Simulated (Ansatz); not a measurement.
# What NaCdCl3 (model cell, started as cubic perovskite with Cd in the octahedra) distorts into

Aim: this structure of NaCdCl3 (model cell, started as cubic perovskite with Cd in the octahedra) is to be tested for unstable modes, and one is followed downhill.

Calculated with Ansatz 0.2.0; DFT r2SCAN, scalar-relativistic, plane waves, PAW; PAW set soft_1.

Report form: the programs' logs are mostly left out.

The structure was built from a prototype and need not be the compound's stable phase.

## Step 1: Starting point

It takes space group Pm-3m (No. 221, cubic). The conventional cell has a = 5.170 Å, b = 5.170 Å, c = 5.170 Å, α = 90.00°, β = 90.00°, γ = 90.00°. Nearest to Na lie 12 Cl at 3.66 Å. Nearest to Cd lie 6 Cl at 2.58 Å. Cl has 2 Cd at 2.58 Å nearest. Farther neighbours and most contacts between anions are not listed.

## Step 2: Phonons on a q mesh

The cell comes from relaxations at this level that are not shown. Stability and thermal properties need the whole zone. Linear response on a 2×2×2 q mesh gives force constants as far as a supercell of that size would, and the tensors from the zone-centre run are typed in so that the long-range dipole term is interpolated apart.

input.yaml reads:

```yaml
crystal:
  lattice:
    - [5.169590516, 0.0, 0.0]
    - [0.0, 5.169590516, 0.0]
    - [0.0, 0.0, 5.169590516]
  atoms:
    - { symbol: Na, position: [0.0, 0.0, 0.0] }
    - { symbol: Cd, position: [0.5, 0.5, 0.5] }
    - { symbol: Cl, position: [0.5, 0.5, 0.0] }
    - { symbol: Cl, position: [0.5, 0.0, 0.5] }
    - { symbol: Cl, position: [0.0, 0.5, 0.5] }
kpoints:
  mp_grid: { grid: [6, 6, 6] }
hamiltonian:
  xc: r2scan
  pseudopotentials: { kind: paw, azcp: { folder: soft_1 } }
scf:
  occupations: { method: fixed }
output:
  eigenvalues: true
phonons:
  method: dfpt
  qmesh: [2, 2, 2]
  temperatures: { t_max: 1000, t_step: 50 }
  qpath:
    path:
      - [[0.0, 0.0, 0.0], [0.0, 0.5, 0.0], [0.5, 0.5, 0.0], [0.0, 0.0, 0.0], [0.5, 0.5, 0.5], [0.0, 0.5, 0.0]]
      - [[0.5, 0.5, 0.5], [0.5, 0.5, 0.0]]
    npoints: 10
  non_analytic_term:
    high_frequency_dielectric_tensor: [[2.8991, 0.0, 0.0], [0.0, 2.8991, 0.0], [0.0, 0.0, 2.8991]]
    born_effective_charges:
      - { species: Na, tensor: [[1.2791, 0.0, 0.0], [0.0, 1.2791, 0.0], [0.0, 0.0, 1.2791]] }
      - { species: Cd, tensor: [[2.5923, 0.0, 0.0], [0.0, 2.5923, 0.0], [0.0, 0.0, 2.5923]] }
      - { species: Cl, tensor: [[-0.862, 0.0, 0.0], [0.0, -0.862, 0.0], [0.0, 0.0, -2.1475]] }
      - { species: Cl, tensor: [[-0.862, 0.0, 0.0], [0.0, -2.1475, 0.0], [0.0, 0.0, -0.862]] }
      - { species: Cl, tensor: [[-2.1475, 0.0, 0.0], [0.0, -0.862, 0.0], [0.0, 0.0, -0.862]] }
    source: "zone-centre run at this cell"
```

On the command line:

```sh
> ansatz run input.yaml --threads 4 --pin off --max-ram 16384MiB --backend cpu --events-out ev --progress --plain --runs-dir out
```

It took 16 min on 4 threads of Arm Neoverse V2, shared host; peak memory 14 GiB.

This step gave:

| Property | Result |
| --- | --- |
| gap on the k-mesh | 2.593 eV |
| volume per atom | 27.63 Å³ |
| sum-rule residual before enforcement | 6.86e-5 eV/Å² |
| lowest frequency on the path | -92.78 cm⁻¹ |
| point group | m-3m |
| highest frequency on the path or at a solved wavevector | 318.1 cm⁻¹ |
| highest optical mode at the zone centre (no LO-TO term) | 266.8 cm⁻¹ |
| lowest optical zone-centre mode | -92.78 cm⁻¹ |
| lowest mode on the q mesh (acoustic modes at Γ apart) | -92.78 cm⁻¹ |

Frequencies (cm⁻¹) solved at each irreducible wavevector; negative means imaginary. Frequencies by wavevector, by row:

| q in reciprocal lattice units | star | mode 1 | mode 2 | mode 3 | mode 4 | mode 13 | mode 14 | mode 15 |
| --- | --- | --- | --- | --- | --- | --- | --- | --- |
| 0 0 0 | 1 | -92.8 | -92.8 | -92.8 | 0 | 266.8 | 266.8 | 266.8 |
| 0 0 -0.5 | 3 | -84.4 | -84.4 | -23.1 | -23.1 | 266.1 | 266.1 | 277.1 |
| 0 -0.5 -0.5 | 3 | -88.7 | -84.7 | -84.7 | -71.7 | 174.8 | 265.5 | 298.7 |
| -0.5 -0.5 -0.5 | 1 | -88.9 | -88.9 | -88.9 | -86.3 | 173.9 | 173.9 | 318.1 |

Interpolated from a 2×2×2 q mesh, with the LO-TO term (at Γ the limit along the path; where Γ stands inside the path, tables give the limit on arrival). Phonon branches along the path, in cm⁻¹:

| point | branch 1 | branch 2 | branch 3 | branch 4 | branch 12 | branch 13 | branch 14 | branch 15 |
| --- | --- | --- | --- | --- | --- | --- | --- | --- |
| Γ | -93 | -93 | 0 | 0 | 110 | 267 | 267 | 305 |
| halfway | -89 | -89 | -13 | -13 | 120 | 266 | 266 | 293 |
| X | -84 | -84 | -23 | -23 | 145 | 266 | 266 | 277 |
| halfway | -89 | -79 | -65 | -63 | 147 | 214 | 266 | 299 |
| M | -89 | -85 | -85 | -72 | 149 | 175 | 266 | 299 |
| halfway | -89 | -84 | -54 | -50 | 125 | 234 | 266 | 304 |
| Γ | -93 | -93 | 0 | 0 | 110 | 267 | 267 | 305 |
| halfway | -86 | -86 | -58 | -56 | 130 | 232 | 232 | 314 |
| R | -89 | -89 | -89 | -86 | 142 | 174 | 174 | 318 |
| halfway | -86 | -84 | -72 | -71 | 147 | 204 | 231 | 313 |
| X | -84 | -84 | -23 | -23 | 145 | 266 | 266 | 277 |
| jump to R | -89 | -89 | -89 | -86 | 142 | 174 | 174 | 318 |
| halfway | -89 | -86 | -86 | -80 | 146 | 174 | 219 | 315 |
| M | -89 | -85 | -85 | -72 | 149 | 175 | 266 | 299 |

Symmetry leaves 4 wavevectors to solve. The lowest mode among them, the acoustic zeros apart, lies at Γ and is imaginary, 92.8i cm⁻¹, so the energy falls along it.

## Step 3: The mode frozen in, largest atomic shift 0 Å

The mode followed lies at Γ with frequency 92.8i cm⁻¹ and is 3-fold degenerate, the softest among the wavevectors solved. At small amplitude the distorted cell has space group no. 99 by a symmetry search on the positions. The undistorted cell that holds it gives the zero of energy on the same k mesh.

input.yaml, the sections that differ from step 2:

```yaml
scf:
  occupations: { method: gaussian, width: 0.02 }
output:
  forces: true
  stress: true
  eigenvalues: true
# crystal, kpoints, hamiltonian: as in step 2
# phonons: removed
```

Run time: 3 s. Hardware: 4 threads; peak memory 0.7 GiB.

This step gave:

```yaml
pressure: -0.007820 GPa
energy_from_the_undistorted_cell: 0 meV/atom
```

At this level the gap is 2.59 eV on the k-mesh of the self-consistent run, which can miss the band edges.

## Step 4: The mode frozen in, largest atomic shift 0.6 Å

The atoms are moved along the unstable eigenvector, the largest shift by 0.6 Å, with the cell fixed.

input.yaml, the sections that differ from step 3:

```yaml
crystal:
  lattice:
    - [5.169590516, 0.0, 0.0]
    - [0.0, 5.169590516, 0.0]
    - [0.0, 0.0, 5.169590516]
  atoms:
    - { symbol: Na, position: [0.0, 0.1160633513, 0.0] }
    - { symbol: Cd, position: [0.5, 0.5012295908, 0.5] }
    - { symbol: Cl, position: [0.5, 0.4644865557, 0.0] }
    - { symbol: Cl, position: [0.5, -0.008140753, 0.5] }
    - { symbol: Cl, position: [0.0, 0.4644865557, 0.5] }
# kpoints, hamiltonian, scf, output: as in step 3
```

Run time: 8.4 s. Hardware: 4 threads; peak memory 0.67 GiB; 32 s of CPU time.

Numbers from this step:

- pressure: 0.2243 GPa
- gap on the k-mesh: 2.587 eV
- energy from the undistorted cell: -26.83 meV/atom

The energy, extrapolated to zero smearing, is -26.83 meV/atom against the undistorted cell.

The run ends at a pressure of 0.22 GPa, with forces up to 0.26 eV/Å.

## Step 5: Energy along the mode, all amplitudes (two of the runs are shown above)

An imaginary frequency means negative curvature, so the energy should fall and then rise again as anharmonic terms take over.

Numbers from this step:

```yaml
depth_at_the_lowest_point_sampled: 26.83 meV/atom
largest_atomic_shift_at_that_point: 0.6 Å
```

The energy from the parent by largest atomic shift:

| largest atomic shift (Å) | energy from the parent (meV/atom) |
| --- | --- |
| 0.000 | 0 |
| 0.040 | -0.151 |
| 0.080 | -0.602 |
| 0.140 | -1.83 |
| 0.220 | -4.43 |
| 0.320 | -9.06 |
| 0.450 | -16.8 |
| 0.600 | -26.8 |

Displacement at unit largest shift by atom:

| atom | x (Å) | y (Å) | z (Å) | size |
| --- | --- | --- | --- | --- |
| Na1 | 0.00 | 1.00 | 0.00 | 1.00 |
| Cd2 | 0.00 | 0.01 | 0.00 | 0.01 |
| Cl3 | 0.00 | -0.31 | 0.00 | 0.31 |
| Cl4 | 0.00 | -0.07 | 0.00 | 0.07 |
| Cl5 | 0.00 | -0.31 | 0.00 | 0.31 |

The lowest of the steps tried is the last one, at 0.6 Å, 26.8 meV/atom below the parent; the bottom of the well need not coincide with a step.

## Step 6: Relaxing from the distorted cell

Starting from the lowest point found, all atoms and the cell are let go, so that strain and other modes of the same symmetry can join in.

input.yaml, as its differences from that of step 4:

```diff
@@ -17,3 +17,3 @@
 scf:
-  occupations: { method: gaussian, width: 0.02 }
+  occupations: { method: fixed }
 output:
@@ -22 +22,6 @@
   eigenvalues: true
+relax:
+  adjacent_minimum: "off"
+  f_tol: 0.002
+  max_steps: 120
+  cell: { stress_tol: 0.03 }
```

Wall time 90 s (4 threads); peak memory 0.74 GiB; 5.8 min of CPU time.

Step by step:

| step | energy less that of the first step (eV) | largest force component (eV/Å) | pressure (GPa) | volume (Å³) |
| --- | --- | --- | --- | --- |
| 1 | 0.0000 | 0.2610 | 0.22 | 138.16 |
| 2 | -0.0332 | 0.2445 | -0.23 | 140.41 |
| 3 | -0.0870 | 0.1774 | 0.10 | 140.29 |
| 4 | -0.1059 | 0.0582 | 0.22 | 141.56 |
| 5 | -0.1062 | 0.0679 | -0.11 | 142.75 |
| 6 | -0.1075 | 0.0226 | 0.00 | 142.32 |
| 7 | -0.1076 | 0.0028 | 0.00 | 142.37 |
| 8 | -0.1077 | 0.0054 | 0.00 | 142.39 |
| 9 | -0.1077 | 0.0002 | 0.00 | 142.40 |
| 10* | -0.1083 | 0.0002 | 0.00 | 142.40 |

Relaxation steps marked * repeat the geometry before them on a plane-wave basis chosen anew for their cell, so energy and pressure can jump there.

The run keeps the 8 symmetry operations that it works with, so distortions that break them were not tested.

| conventional cell, symmetrised | before | after | change |
| --- | --- | --- | --- |
| a (Å) | 5.170 | 5.211 | +0.8 % |
| b (Å) | 5.170 | 5.211 | +0.8 % |
| c (Å) | 5.170 | 5.245 | +1.5 % |
| volume (Å³/atom) | 27.63 | 28.48 | +3.1 % |

The atoms that moved most (Å, as changes of fractional coordinates times the final cell):

| atom | dx | dy | dz | length |
| --- | --- | --- | --- | --- |
| Na1 | 0.000 | 0.496 | 0.000 | 0.496 |
| Cl5 | 0.000 | -0.167 | 0.000 | 0.167 |
| Cl3 | 0.000 | -0.167 | 0.000 | 0.167 |
| Cl4 | 0.000 | -0.107 | 0.000 | 0.107 |
| Cd2 | 0.000 | -0.055 | 0.000 | 0.055 |

Numbers from this step:

```
pressure          : 0.001949 GPa
gap on the k-mesh : 2.505 eV
volume per atom   : 28.48 Å³
```

The distorted start has space group P4mm; the relaxation ends in P4mm.

## Step 7: The new phase in its own primitive cell

The relaxed structure is symmetrised, reduced to its primitive cell and relaxed tightly, as its phonons need.

input.yaml, the sections that differ from step 6:

```yaml
crystal:
  lattice:
    - [5.2106729969, 0.0, 0.0]
    - [0.0, 5.2106729969, 0.0]
    - [0.0, 0.0, 5.2445508577]
  atoms:
    - { symbol: Na, position: [0.0, 0.0, 0.7893444014] }
    - { symbol: Cd, position: [0.5, 0.5, 0.5093404736] }
    - { symbol: Cl, position: [0.5, 0.0, 0.5672872212] }
    - { symbol: Cl, position: [0.5, 0.5, 0.0286153821] }
    - { symbol: Cl, position: [0.0, 0.5, 0.5672872212] }
kpoints:
  mp_grid: { grid: [4, 4, 4] }
relax:
  adjacent_minimum: "off"
  f_tol: 0.001
  max_steps: 60
  cell: { stress_tol: 0.01 }
# hamiltonian, scf, output: as in step 6
```

It took 9.2 s on 4 threads; peak memory 0.65 GiB.

Little changed from the start: no atom moved by 0.005 Å and no cell edge by 0.1 %.

A gap read on the k-mesh alone can miss the band edges.

This step gave:

```
pressure           : 0.001771 GPa
direct gap on mesh : 2.949 eV
```

The largest force component left is 0.29 meV/Å and the pressure is 0.002 GPa, within the tolerances set. The cell now holds 28.48 Å³/atom.

## Step 8: Modes of the new phase, k-mesh 4×4×4

A relaxed structure may still be a saddle point, so its zone-centre modes are computed. The response to a homogeneous field gives the Born charges and the dielectric tensor.

input.yaml, as its differences from that of step 7:

```diff
@@ -19,9 +19,6 @@
 output:
-  forces: true
-  stress: true
   eigenvalues: true
-relax:
-  adjacent_minimum: "off"
-  f_tol: 0.001
-  max_steps: 60
-  cell: { stress_tol: 0.01 }
+phonons:
+  method: dfpt
+  dielectric: true
+  rigid_motions: translations
```

Wall time 5.6 min (4 threads); peak memory 13 GiB; 22 min of CPU time.

Numbers from this step:

```
sum-rule residual before enforcement                    : 2.25e-4 eV/Å²
miss of the charge sum rule                             : 0.002150 e
estimated error of the dielectric tensor                : 0.005580
estimated error of the Born charges                     : 0.02235 e
point group                                             : 4mm
highest optical mode at the zone centre (no LO-TO term) : 246.8 cm⁻¹
lowest optical zone-centre mode                         : 29.36 cm⁻¹
mean high-frequency dielectric constant                 : 2.816
largest Born charge (third of the trace)                : 2.620 e
mean static dielectric constant                         : 17.83
top of the zone-centre spectrum with the field          : 289.9 cm⁻¹
```

Without the LO-TO term. Patterns of degenerate modes are one choice out of their space. The modes at Γ (shares of kinetic energy by element, %):

| mode | frequency (cm⁻¹) | symmetry | Na % | Cd % | Cl % |
| --- | --- | --- | --- | --- | --- |
| 1 | 0.0 | acoustic | 10 | 46 | 44 |
| 2 | 0.0 | acoustic | 10 | 46 | 44 |
| 3 | 0.0 | acoustic | 10 | 46 | 44 |
| 4 | 29.4 | E | 21 | 0 | 78 |
| 5 | 29.4 | E | 21 | 0 | 78 |
| 6 | 74.6 | A1 | 33 | 39 | 29 |
| 7 | 81.2 | E | 18 | 43 | 39 |
| 8 | 81.2 | E | 18 | 43 | 39 |
| 9 | 81.7 | B1 | 0 | 0 | 100 |
| 10 | 103.3 | A1 | 58 | 4 | 38 |
| 11 | 138.2 | E | 51 | 0 | 49 |
| 12 | 138.2 | E | 51 | 0 | 49 |
| 13 | 242.7 | E | 0 | 10 | 90 |
| 14 | 242.7 | E | 0 | 10 | 90 |
| 15 | 246.8 | A1 | 0 | 11 | 89 |

Displacements in mode 4 (29.4 cm⁻¹), the largest set to 1:
```
Na1  0.00 -0.71  0.00
Cd2  0.00 -0.05  0.00
Cl3  0.00  0.06  0.00
Cl4  0.01  1.00  0.00
Cl5  0.00 -0.46  0.00
```

Displacements in mode 8 (81.2 cm⁻¹), the largest set to 1:
```
Na1  0.00 -1.00  0.00
Cd2  0.00  0.69  0.00
Cl3  0.00  0.10  0.00
Cl4  0.00 -0.77  0.00
Cl5  0.00 -0.88  0.00
```

Optical modes at the zone centre, without and with the macroscopic field of the longitudinal modes; each column is sorted by frequency, so a row need not hold one and the same mode. Modes with and without the field, by row:

| rank among optical modes | no field (cm⁻¹) | q along (1, 0, 0) (cm⁻¹) | q along (0, 0, 1) (cm⁻¹) |
| --- | --- | --- | --- |
| 1 | 29.4 | 29.4 | 29.4 |
| 2 | 29.4 | 50.9 | 29.4 |
| 3 | 74.6 | 74.6 | 76.3 |
| 4 | 81.2 | 81.2 | 81.2 |
| 5 | 81.2 | 81.7 | 81.2 |
| 6 | 81.7 | 90.5 | 81.7 |
| 7 | 103.3 | 103.3 | 138.2 |
| 8 | 138.2 | 138.2 | 138.2 |
| 9 | 138.2 | 174.4 | 145.1 |
| 10 | 242.7 | 242.7 | 242.7 |
| 11 | 242.7 | 246.8 | 242.7 |
| 12 | 246.8 | 282.9 | 289.9 |

Born charge (rows field, columns displacement) (e), principal values of the symmetric part by kind of site:

| atom | atoms with these values | low | middle | high | mean |
| --- | --- | --- | --- | --- | --- |
| Na1 | 1 | 0.94 | 1.23 | 1.23 | 1.14 |
| Cd2 | 1 | 2.57 | 2.57 | 2.72 | 2.62 |
| Cl3 | 2 | -2.10 | -0.93 | -0.70 | -1.24 |
| Cl4 | 1 | -2.27 | -0.77 | -0.77 | -1.27 |

In full for Na1:

```
1.23 0.00 0.00
0.00 1.23 0.00
0.00 0.00 0.94
```

High-frequency dielectric tensor:

```
2.81 0.00 0.00
0.00 2.81 0.00
0.00 0.00 2.84
```

Static dielectric tensor (ions relaxed, fixed cell):

```
22.71  0.00  0.00
 0.00 22.71  0.00
 0.00  0.00  8.08
```

Transverse modes. Infrared lines, with heights relative to the strongest:

| position (cm⁻¹) | relative intensity |
| --- | --- |
| 29 | 34 |
| 75 | 4.0 |
| 81 | 21 |
| 82 | 0.0 |
| 103 | 51 |
| 138 | 96 |
| 243 | 100 |
| 247 | 65 |

Before it was imposed, the acoustic sum rule was missed by 2.3e-4 eV/Å² and the charge sum rule by 0.0022 e. Small misses are needed for a sound result but don't prove that mesh and cutoff are converged. The lowest optical mode is real, 29.4 cm⁻¹.

The log warns of the k mesh: “the force constants stand on the 4×4×4 k-mesh, whose period is 13.00 times the interband length at k = (0.0000, 0.0000, 0.0000), direct gap 2.949 eV, under 14: take them and everything formed from them as unconverged”.

## Step 9: Results

| Item | Value |
| --- | --- |
| unstable mode of the parent | q = (0, 0, 0), 93i cm⁻¹ |
| depth at the lowest point sampled | 26.8 meV/atom |
| largest atomic shift at that point | 0.6 Å |
| space group reached (within 0.01 Å) | P4mm |
| energy gained over the parent (first relaxation, on the mesh of the frozen mode) | 48.5 meV/atom |
| volume per atom, phase reached | 28.5 Å³ |
| gap on the k-mesh, phase reached | 2.51 eV |
| lowest optical zone-centre mode, phase reached | 29.4 cm⁻¹ |
| highest optical mode at the zone centre (no LO-TO term), phase reached | 247 cm⁻¹ |

**Reading.** Along this mode the structure falls into P4mm, 48.5 meV/atom below the parent. At the parent's cell the well is 26.83 meV/atom deep on the steps tried, with its lowest point at a shift of 0.6 Å. That is the last step tried, so the steps alone don't bracket the bottom of the well. Relaxing atoms and cell changes the gain by +21.66 meV/atom against the lowest step (energies at zero smearing). The new phase has no imaginary mode at the zone centre of its cell; other wavevectors were not checked. Of the 6 patterns followed to their end from this parent, this one ends 77.4 meV/atom above the lowest, Imma. Each path keeps the symmetry of its pattern, so a lower phase may lie along a pattern not tried. With the field response the log warns that the k mesh is coarse for the force constants too, so the frequencies may not be converged. The starting cell was built on a prototype and not taken from a measurement, so the phase need not exist.

[Logs are printed without paths, hosts, clocks, repeated set-up lines and the standing remarks that a program may print on its own settings, such as how far it seeks lower states.]

[Hosts, paths, dates, database ids (printed as entryN), source tags and the programs' standing remarks are cut or masked in the printed files.]
